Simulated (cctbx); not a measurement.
# BaCdSn3 across an absorption edge

Space group I4mm (no. 107), a = 4.9600 Å, b = 4.9600 Å, c = 11.3720 Å, α = 90.00°, β = 90.00°, γ = 90.00°.

```
atom  mult.    x    y       z  Ueq (Å²)
 Ba1      2    0    0  0.0001    0.0103
 Sn1      4    0  1/2  0.2476    0.0088
 Sn2      2    0    0  0.4297    0.0104
 Cd1      2  1/2  1/2  0.1624    0.0118
```

This is a model crystal, built by substitution and not relaxed, with assumed displacement parameters.

Calculated with cctbx: free-atom f′ and f″ from the Sasaki tables, no fine structure; amplitudes in electrons.

How do |F(hkl)| and |F(−h−k−l)| change across the Cd K edge?

```text
E (eV)    f'(Cd)   f''           |F|1 1 4        |F|1 1 2        |F|0 2 0        |F|0 1 1
  26111   -3.33   0.58      159.5/ 160.4    263.0/ 262.8    373.8/ 373.8     39.0/  40.1
  26461   -4.12   0.57      157.7/ 158.5    263.2/ 263.0    371.6/ 371.6     37.5/  38.5
  26591   -4.79   0.56      156.2/ 157.1    263.5/ 263.4    370.1/ 370.1     36.1/  37.2
  26651   -5.43   0.56      154.9/ 155.8    263.9/ 263.9    368.7/ 368.7     34.9/  35.9
  26681   -6.07   0.56      153.7/ 154.6    264.4/ 264.4    367.4/ 367.4     33.6/  34.7
  26696   -6.69   0.56      152.5/ 153.4    265.0/ 265.0    366.2/ 366.2     32.4/  33.4
  26703   -7.20   0.56      151.6/ 152.4    265.4/ 265.4    365.2/ 365.2     31.4/  32.4
  26707   -7.80   0.56      150.4/ 151.3    265.9/ 266.0    364.0/ 364.0     30.2/  31.2
  26715   -8.69   3.60      148.0/ 150.8    261.5/ 272.0    362.4/ 362.4     28.5/  30.7
  26719   -7.80   3.60      149.6/ 152.4    260.7/ 271.2    364.2/ 364.2     30.2/  32.4
  26726   -6.93   3.60      151.3/ 154.0    259.9/ 270.3    365.8/ 365.8     32.0/  34.0
  26741   -6.18   3.59      152.7/ 155.4    259.2/ 269.6    367.2/ 367.2     33.4/  35.5
  26771   -5.46   3.59      154.0/ 156.7    258.5/ 268.9    368.6/ 368.6     34.9/  36.8
  26861   -4.53   3.57      155.7/ 158.3    257.5/ 267.8    370.2/ 370.2     36.7/  38.6
  27111   -3.53   3.51      157.2/ 159.8    256.2/ 266.3    371.5/ 371.5     38.7/  40.5
```

The edge is at 26711 eV. f′ of Cd falls from -4.8 e at 26591 eV to -7.8 e at 4 eV below it, and f″ steps from 0.56 to 3.60 e across it. Over that approach |F| changes by -4 % (1 1 4), +1 % (1 1 2), -2 % (0 2 0) and -16 % (0 1 1): a reflection falls where Cd scatters in phase with the total and rises where it scatters against it; it hardly moves where the Cd term is small or cancels by symmetry or lies in quadrature to the total. The f″ term interferes with the normal scattering with opposite sign for the two Friedel mates. The largest Friedel difference in the scan is 7.4 % of the mean (0 1 1, at 26715 eV).

[Logs are printed without paths, hosts, clocks, repeated set-up lines and the standing remarks that a program may print on its own settings, such as how far it seeks lower states.]
